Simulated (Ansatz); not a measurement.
# Amorphous Si2O: valence band and core levels, part 4 of 7

How wide do site differences make the core lines of amorphous Si2O?

Ansatz 0.2.0; DFT, PBEsol, plane-wave PAW, scalar-relativistic; PAW set soft_1.

So far. Step 4 (Dynamics at 1760 K): Beyond half the shortest lattice vector, 4.1 Å, g(r) counts periodic images.

**5. Dynamics at 300 K**

A short run with the thermostat set to 300 K, starting from rest and too brief to equilibrate, lets it settle further; the cutoff and mesh are cut down, since only a plausible structure is wanted.

Contents of input.yaml:

```yaml
crystal:
  lattice:
    - [8.1669974226, 0.0, 0.0]
    - [0.0, 8.1669974226, 0.0]
    - [0.0, 0.0, 8.1669974226]
  atoms:
    - { symbol: Si, position: [1.1649031437, 0.8908887272, 0.7191696256] }
    - { symbol: Si, position: [0.3611125371, 0.586944446, 0.1198624421] }
    - { symbol: Si, position: [1.1645776542, 0.4014795929, 0.6470615063] }
    - { symbol: Si, position: [0.7033134267, 1.2988388848, 0.1659170576] }
    - { symbol: Si, position: [0.3968551379, 1.319365399, 0.9516738269] }
    - { symbol: Si, position: [-0.0477723702, 0.6548463468, 0.2120528799] }
    - { symbol: Si, position: [0.4377323417, 0.797913075, 0.3061282166] }
    - { symbol: Si, position: [0.9928969604, 0.3835435567, 0.1176273593] }
    - { symbol: Si, position: [0.641104109, 0.5097758591, 0.9397312085] }
    - { symbol: Si, position: [0.2586842594, 1.1621196339, 0.7228277903] }
    - { symbol: Si, position: [1.1580054706, 0.5544419176, -0.1201870416] }
    - { symbol: Si, position: [1.0843417684, -0.0606974655, -0.0130736098] }
    - { symbol: Si, position: [0.2968319663, 1.2980332382, 1.261194865] }
    - { symbol: Si, position: [0.7097632475, 0.5328153674, 0.3262527403] }
    - { symbol: Si, position: [0.2416233097, 0.7146622776, 0.4941592303] }
    - { symbol: Si, position: [0.5853088162, 1.0914005351, 0.4261599206] }
    - { symbol: Si, position: [0.3880193081, 0.7276162006, -0.1924022643] }
    - { symbol: Si, position: [0.86319001, 0.4632360673, 0.7122733268] }
    - { symbol: Si, position: [0.4392159366, 0.9778899058, 1.1155227411] }
    - { symbol: Si, position: [1.0196824946, 1.2495560643, 0.8521355755] }
    - { symbol: O, position: [0.4879317482, 0.8736382762, -0.0414471823] }
    - { symbol: O, position: [0.7290971008, 0.5501883547, 0.5541847006] }
    - { symbol: O, position: [1.103363522, 0.2432681673, 0.2370374067] }
    - { symbol: O, position: [0.3281530411, 0.5008869154, 0.306530956] }
    - { symbol: O, position: [0.0634381687, 0.7076596527, 0.3815630687] }
    - { symbol: O, position: [-0.0463319313, 0.0781551384, -0.0597199725] }
    - { symbol: O, position: [0.9590603911, -0.2147694585, 0.0721419846] }
    - { symbol: O, position: [0.40164484, 0.2352572543, 0.4001009803] }
    - { symbol: O, position: [0.2259525317, 0.9777052673, 1.1254163215] }
    - { symbol: O, position: [0.5919954291, 0.6861523277, 0.3517999211] }
kpoints:
  mp_grid: { grid: [1, 1, 1] }
scf:
  occupations: { method: fermi_dirac, width: 0.1 }
  n_extra_bands: 21
hamiltonian:
  xc: pbesol
  pseudopotentials: { kind: paw, azcp: { folder: soft_1 }, xc_functional: pbe }
output:
  forces: true
basis:
  ecutwfc: 320
md:
  timestep: 1.5
  n_steps: 264
  ensemble: nvt_langevin
  temperature: 300
  seed: 0
```

Launch:

```sh
$ ansatz run input.yaml --threads 8 --pin off --max-ram 23552MiB --backend cpu --events-out ev --progress --plain --runs-dir out
```

Numbers of over 12 decimals in the logs are rounded to 6 here.

What it wrote:

```text
[...]
Crystal: 30 atoms, lattice volume = 544.737 Å³
Basis set: ecut = 320 eV, 7075 PW (Γ), exchange–correlation on 96×96×96 points (8 copies of the dense FFT grid, shifted against one another)
Bands: 91, of which v1, the nominal top of the filled ones, is band 70 counted from 1 (69 counted from 0)
Symmetry: 1 space group operations
k-points: 1
[...]
SCF iter   1: F=—  HF=-18047.615961 eV  |F-HF|=—  |Δ(HF+E_count)|=         —  Δρ=6.64e-2  dr2=9.09e1  ethr=3.10e-3  ⟨swp⟩=10.0  Hψ=574  notcnv=0  defer=2
[...]
SCF iter  15: F=-18030.382425 eV  HF=-18030.382425 eV  |F-HF|=1.36e-8  |Δ(HF+E_count)|=   5.43e-9  Δρ=1.23e-6  dr2=1.72e-8  ethr=2.14e-11  ⟨swp⟩=4.0  Hψ=299  notcnv=0
SCF 1 converged in 15 iterations: F = -18030.382425 eV  dr2 = 1.72e-8
[...]
md step     0: t =     0.00 fs  T =     0.0 K  F+E_penalty+E_count = -18030.38242508 eV  E_kin = 0.000000 eV  (15 SCF iters)
[...]
SCF iter   8: F=-18030.490923 eV  HF=-18030.490923 eV  |F-HF|=6.76e-9  |Δ(HF+E_count)|=   4.20e-9  Δρ=7.81e-7  dr2=8.78e-9  ethr=2.14e-11  ⟨swp⟩=4.0  Hψ=289  notcnv=0
SCF 2 converged in 8 iterations: F = -18030.490923 eV  dr2 = 8.78e-9
md step     1: t =     1.50 fs  T =    36.1 K  F+E_penalty+E_count = -18030.49092336 eV  E_kin = 0.140136 eV  (8 SCF iters)
[...]
SCF iter   9: F=-18030.785726 eV  HF=-18030.785726 eV  |F-HF|=9.11e-9  |Δ(HF+E_count)|=   7.67e-9  Δρ=8.43e-7  dr2=1.17e-8  ethr=2.14e-11  ⟨swp⟩=4.0  Hψ=299  notcnv=0
SCF 3 converged in 9 iterations: F = -18030.785726 eV  dr2 = 1.17e-8
md step     2: t =     3.00 fs  T =   114.8 K  F+E_penalty+E_count = -18030.78572635 eV  E_kin = 0.445151 eV  (9 SCF iters)
[... from here on, the SCF cycles and remarks between the steps are left out ...]
md step     3: t =     4.50 fs  T =   206.8 K  F+E_penalty+E_count = -18031.19607568 eV  E_kin = 0.801976 eV  (9 SCF iters)
md step     4: t =     6.00 fs  T =   333.7 K  F+E_penalty+E_count = -18031.66591845 eV  E_kin = 1.293830 eV  (9 SCF iters)
md step     5: t =     7.50 fs  T =   454.6 K  F+E_penalty+E_count = -18032.14809158 eV  E_kin = 1.762976 eV  (7 SCF iters)
md step     6: t =     9.00 fs  T =   575.3 K  F+E_penalty+E_count = -18032.59586853 eV  E_kin = 2.230852 eV  (7 SCF iters)
md step     7: t =    10.50 fs  T =   646.6 K  F+E_penalty+E_count = -18032.97320456 eV  E_kin = 2.507212 eV  (6 SCF iters)
md step     8: t =    12.00 fs  T =   719.5 K  F+E_penalty+E_count = -18033.26566370 eV  E_kin = 2.789950 eV  (6 SCF iters)
md step     9: t =    13.50 fs  T =   752.5 K  F+E_penalty+E_count = -18033.46923107 eV  E_kin = 2.917959 eV  (6 SCF iters)
md step    10: t =    15.00 fs  T =   789.9 K  F+E_penalty+E_count = -18033.58773021 eV  E_kin = 3.063109 eV  (10 SCF iters)
md step    11: t =    16.50 fs  T =   797.8 K  F+E_penalty+E_count = -18033.63849419 eV  E_kin = 3.093780 eV  (7 SCF iters)
md step    12: t =    18.00 fs  T =   818.8 K  F+E_penalty+E_count = -18033.66303921 eV  E_kin = 3.175050 eV  (7 SCF iters)
md step    13: t =    19.50 fs  T =   829.3 K  F+E_penalty+E_count = -18033.72064648 eV  E_kin = 3.215842 eV  (6 SCF iters)
md step    14: t =    21.00 fs  T =   839.6 K  F+E_penalty+E_count = -18033.86286856 eV  E_kin = 3.255741 eV  (7 SCF iters)
md step    15: t =    22.50 fs  T =   906.3 K  F+E_penalty+E_count = -18034.10253970 eV  E_kin = 3.514330 eV  (6 SCF iters)
md step    16: t =    24.00 fs  T =   963.3 K  F+E_penalty+E_count = -18034.38870944 eV  E_kin = 3.735597 eV  (7 SCF iters)
md step    17: t =    25.50 fs  T =  1023.8 K  F+E_penalty+E_count = -18034.65740987 eV  E_kin = 3.970005 eV  (6 SCF iters)
md step    18: t =    27.00 fs  T =  1044.2 K  F+E_penalty+E_count = -18034.85816074 eV  E_kin = 4.049353 eV  (6 SCF iters)
md step    19: t =    28.50 fs  T =  1052.2 K  F+E_penalty+E_count = -18034.96674423 eV  E_kin = 4.080094 eV  (7 SCF iters)
md step    20: t =    30.00 fs  T =  1017.8 K  F+E_penalty+E_count = -18034.98706001 eV  E_kin = 3.946647 eV  (10 SCF iters)
md step    21: t =    31.50 fs  T =   968.0 K  F+E_penalty+E_count = -18034.95420437 eV  E_kin = 3.753885 eV  (7 SCF iters)
md step    22: t =    33.00 fs  T =   934.0 K  F+E_penalty+E_count = -18034.89624624 eV  E_kin = 3.621764 eV  (6 SCF iters)
md step    23: t =    34.50 fs  T =   903.9 K  F+E_penalty+E_count = -18034.84438836 eV  E_kin = 3.505229 eV  (7 SCF iters)
md step    24: t =    36.00 fs  T =   857.9 K  F+E_penalty+E_count = -18034.83479754 eV  E_kin = 3.326599 eV  (7 SCF iters)
md step    25: t =    37.50 fs  T =   838.9 K  F+E_penalty+E_count = -18034.86831760 eV  E_kin = 3.253140 eV  (5 SCF iters)
md step    26: t =    39.00 fs  T =   806.2 K  F+E_penalty+E_count = -18034.92367888 eV  E_kin = 3.126463 eV  (6 SCF iters)
md step    27: t =    40.50 fs  T =   790.1 K  F+E_penalty+E_count = -18034.97976276 eV  E_kin = 3.063881 eV  (5 SCF iters)
md step    28: t =    42.00 fs  T =   805.2 K  F+E_penalty+E_count = -18035.03379638 eV  E_kin = 3.122254 eV  (6 SCF iters)
md step    29: t =    43.50 fs  T =   794.6 K  F+E_penalty+E_count = -18035.07535665 eV  E_kin = 3.081461 eV  (6 SCF iters)
md step    30: t =    45.00 fs  T =   786.0 K  F+E_penalty+E_count = -18035.11021968 eV  E_kin = 3.048020 eV  (9 SCF iters)
md step    31: t =    46.50 fs  T =   783.6 K  F+E_penalty+E_count = -18035.15130295 eV  E_kin = 3.038828 eV  (7 SCF iters)
md step    32: t =    48.00 fs  T =   780.3 K  F+E_penalty+E_count = -18035.19688229 eV  E_kin = 3.025890 eV  (6 SCF iters)
md step    33: t =    49.50 fs  T =   818.5 K  F+E_penalty+E_count = -18035.25892666 eV  E_kin = 3.173959 eV  (7 SCF iters)
md step    34: t =    51.00 fs  T =   819.2 K  F+E_penalty+E_count = -18035.33290568 eV  E_kin = 3.176865 eV  (7 SCF iters)
md step    35: t =    52.50 fs  T =   874.4 K  F+E_penalty+E_count = -18035.41671856 eV  E_kin = 3.390630 eV  (6 SCF iters)
md step    36: t =    54.00 fs  T =   859.2 K  F+E_penalty+E_count = -18035.49937988 eV  E_kin = 3.331837 eV  (5 SCF iters)
md step    37: t =    55.50 fs  T =   854.8 K  F+E_penalty+E_count = -18035.56941134 eV  E_kin = 3.314910 eV  (6 SCF iters)
md step    38: t =    57.00 fs  T =   823.9 K  F+E_penalty+E_count = -18035.62009582 eV  E_kin = 3.194770 eV  (5 SCF iters)
md step    39: t =    58.50 fs  T =   780.9 K  F+E_penalty+E_count = -18035.65893865 eV  E_kin = 3.028305 eV  (6 SCF iters)
[...]
md step    68: t =   102.00 fs  T =   722.5 K  F+E_penalty+E_count = -18036.58398817 eV  E_kin = 2.801735 eV  (7 SCF iters)
md step    69: t =   103.50 fs  T =   707.8 K  F+E_penalty+E_count = -18036.61721059 eV  E_kin = 2.744828 eV  (6 SCF iters)
md step    70: t =   105.00 fs  T =   714.7 K  F+E_penalty+E_count = -18036.65532248 eV  E_kin = 2.771531 eV  (9 SCF iters)
md step    71: t =   106.50 fs  T =   737.1 K  F+E_penalty+E_count = -18036.69791451 eV  E_kin = 2.858178 eV  (7 SCF iters)
md step    72: t =   108.00 fs  T =   709.9 K  F+E_penalty+E_count = -18036.73794727 eV  E_kin = 2.752992 eV  (6 SCF iters)
md step    73: t =   109.50 fs  T =   702.1 K  F+E_penalty+E_count = -18036.77278799 eV  E_kin = 2.722525 eV  (6 SCF iters)
md step    74: t =   111.00 fs  T =   688.3 K  F+E_penalty+E_count = -18036.80302890 eV  E_kin = 2.669061 eV  (6 SCF iters)
md step    75: t =   112.50 fs  T =   652.3 K  F+E_penalty+E_count = -18036.82788526 eV  E_kin = 2.529445 eV  (6 SCF iters)
md step    76: t =   114.00 fs  T =   629.5 K  F+E_penalty+E_count = -18036.84768444 eV  E_kin = 2.441055 eV  (6 SCF iters)
md step    77: t =   115.50 fs  T =   606.1 K  F+E_penalty+E_count = -18036.86765682 eV  E_kin = 2.350354 eV  (7 SCF iters)
md step    78: t =   117.00 fs  T =   613.7 K  F+E_penalty+E_count = -18036.89141899 eV  E_kin = 2.379818 eV  (6 SCF iters)
SCF iter   1: F=—  HF=-18036.916972 eV  |F-HF|=—  |Δ(HF+E_count)|=         —  Δρ=1.52e-4  dr2=1.01e-4  ethr=1.16e-6  ⟨swp⟩=4.0  Hψ=243  notcnv=0  defer=2
[...]
SCF iter   6: F=-18036.917264 eV  HF=-18036.917264 eV  |F-HF|=1.15e-8  |Δ(HF+E_count)|=   1.17e-8  Δρ=1.22e-6  dr2=1.53e-8  ethr=2.14e-11  ⟨swp⟩=5.0  Hψ=330  notcnv=0
SCF 80 converged in 6 iterations: F = -18036.917264 eV  dr2 = 1.53e-8
md step    79: t =   118.50 fs  T =   625.8 K  F+E_penalty+E_count = -18036.91726400 eV  E_kin = 2.426880 eV  (6 SCF iters)
[...]
SCF iter   1: F=—  HF=-18036.938233 eV  |F-HF|=—  |Δ(HF+E_count)|=         —  Δρ=1.64e-3  dr2=1.28e-2  ethr=9.02e-6  ⟨swp⟩=2.0  Hψ=316  notcnv=0
[...]
```

Wall time 1.9 min (8 threads of Arm Neoverse V2, shared host); peak memory 0.42 GiB; 12 min of CPU time.

Rows from the run:

| time (fs) | T (K) | potential (meV/atom) |
| --- | --- | --- |
| 0.0 | 0 | 0.0 |
| 27.0 | 1044 | -149.2 |
| 52.5 | 874 | -167.8 |
| 79.5 | 795 | -190.1 |
| 105.0 | 715 | -209.1 |
| 132.0 | 674 | -226.0 |
| 159.0 | 472 | -208.4 |
| 184.5 | 470 | -219.6 |
| 211.5 | 412 | -217.4 |
| 237.0 | 481 | -245.2 |
| 264.0 | 329 | -228.1 |
| 291.0 | 372 | -239.9 |
| 316.5 | 407 | -244.7 |
| 343.5 | 363 | -242.8 |
| 369.0 | 366 | -245.5 |
| 396.0 | 396 | -248.1 |

Mean square displacement at the end: Si 0.53 Å², O 0.41 Å².

Positions (Å) and forces (eV/Å) at 396.0 fs:

```xyz
30
Lattice="8.167 0.000 0.000 0.000 8.167 0.000 0.000 0.000 8.167" Properties=species:S:1:pos:R:3:forces:R:3 pbc="T T T"
Si   10.415    7.883    5.812   -0.120    0.061   -0.105
Si    3.607    5.400    0.965    0.223    0.727    0.758
Si   10.122    4.628    5.413    0.138   -0.948    0.324
Si    5.986   10.992    1.591   -0.236   -0.066    1.108
Si    2.943   11.004    7.622   -0.160   -0.263   -0.597
Si    0.035    5.707    1.773   -0.619   -0.937    0.413
Si    4.137    6.801    2.930    1.069   -0.749   -0.630
Si    8.148    3.384    0.886    0.373   -0.321   -0.535
Si    5.001    3.850    7.936   -0.076    0.223   -0.512
Si    2.074   10.316    5.449    0.038    0.754    0.730
Si    9.670    5.026   -0.512   -0.410   -0.357   -0.423
Si    8.862   -0.644   -0.392   -1.370   -0.431    0.060
Si    2.419   11.026    9.939    0.992   -1.137    0.512
Si    6.472    4.625    3.342   -0.858    0.256   -0.514
Si    2.165    6.464    4.004   -1.019    0.294   -0.627
Si    4.437    8.975    2.031    0.682    0.902   -0.094
Si    3.745    5.982   -1.985    0.479    0.336    0.431
Si    6.863    3.991    6.565   -0.211    0.100   -1.268
Si    3.187    8.426    8.097    1.243    0.172   -0.128
Si    8.358   10.375    6.968    0.401   -0.751    0.337
O     3.775    6.715   -0.178   -0.039    0.143   -1.184
O     6.476    4.087    4.905    0.530   -0.326    0.827
O     9.021    2.601    2.127    0.068    0.471    0.291
O     2.873    4.394    2.106   -0.426   -0.397    0.700
O     1.078    6.506    2.706    0.883    0.144    1.052
O    -0.216    0.561   -1.062   -0.629    0.962    0.065
O     7.681   -1.417    0.642    0.252    1.122   -0.854
O     3.324    1.850    2.783   -0.675    0.179   -0.865
O     1.714    8.331    8.787   -0.443   -0.490    1.080
O     5.440    5.926    3.531   -0.079    0.326   -0.352
```

From the last frames. Pair distribution g(r) against r; read off at these points:

| r (Å) | Si–Si | Si–O | O–O |
| --- | --- | --- | --- |
| 0.04 | 0 | 0 | 0 |
| 0.18 | 0 | 0 | 0 |
| 0.32 | 0 | 0 | 0 |
| 0.46 | 0 | 0 | 0 |
| 0.68 | 0 | 0 | 0 |
| 0.82 | 0 | 0 | 0 |
| 0.96 | 0 | 0 | 0 |
| 1.11 | 0 | 0 | 0 |
| 1.25 | 0 | 0 | 0 |
| 1.39 | 0 | 0 | 0 |
| 1.54 | 0 | 0 | 0 |
| 1.68 | 0 | 12.8 | 0 |
| 1.89 | 0 | 0.211 | 0 |
| 2.04 | 0 | 0 | 0 |
| 2.18 | 0 | 0 | 0 |
| 2.32 | 2.74 | 0 | 0 |
| 2.39 | 4.23 | 0 | 0 |
| 2.47 | 2.62 | 0 | 0 |
| 2.61 | 2.67 | 0 | 6.24 |
| 2.75 | 0.701 | 0 | 1.00 |
| 2.89 | 1.72 | 1.22 | 1.45 |
| 2.97 | 0.690 | 0.948 | 0.517 |
| 3.11 | 0.432 | 1.92 | 0 |
| 3.25 | 1.11 | 1.97 | 0.717 |
| 3.39 | 0.987 | 1.35 | 1.05 |
| 3.54 | 1.79 | 1.61 | 0 |
| 3.68 | 1.23 | 0.896 | 0 |
| 3.82 | 0.882 | 0.415 | 0 |
| 4.04 | 0.558 | 1.33 | 0.465 |
| 4.18 | 1.50 | 1.02 | 0.694 |
| 4.32 | 0.507 | 1.22 | 2.52 |
| 4.47 | 0.513 | 0.608 | 1.52 |
| 4.61 | 0.839 | 0.857 | 2.00 |
| 4.75 | 0.923 | 0.873 | 0.336 |
| 4.90 | 0.649 | 1.52 | 0.696 |
| 5.04 | 0.836 | 1.30 | 0 |
| 5.25 | 1.21 | 0.742 | 0.110 |
| 5.40 | 0.977 | 0.990 | 1.30 |
| 5.54 | 1.06 | 1.32 | 1.04 |
| 5.68 | 1.26 | 1.40 | 0.470 |

Beyond half the shortest lattice vector, 4.1 Å, g(r) counts periodic images.

Numbers from this step:

```yaml
free_energy: -18037.8259 eV
energy_at_zero_smearing: -18037.7980 eV
smearing_term_ts: 0.05573 eV
fermi_energy: 4.992 eV
gap_on_the_k_mesh: 0.7146 eV
```

(Continued in part 5 of 7.)

[Logs are printed without paths, hosts, clocks, repeated set-up lines and the standing remarks that a program may print on its own settings, such as how far it seeks lower states.]

[Hosts, paths, dates, database ids (printed as entryN), source tags and the programs' standing remarks are cut or masked in the printed files.]

[Maps of the electrostatic potential energy from Ansatz leave out the sawtooth potential of an applied field or a dipole correction, so their vacuum need not be flat; work functions include it.]
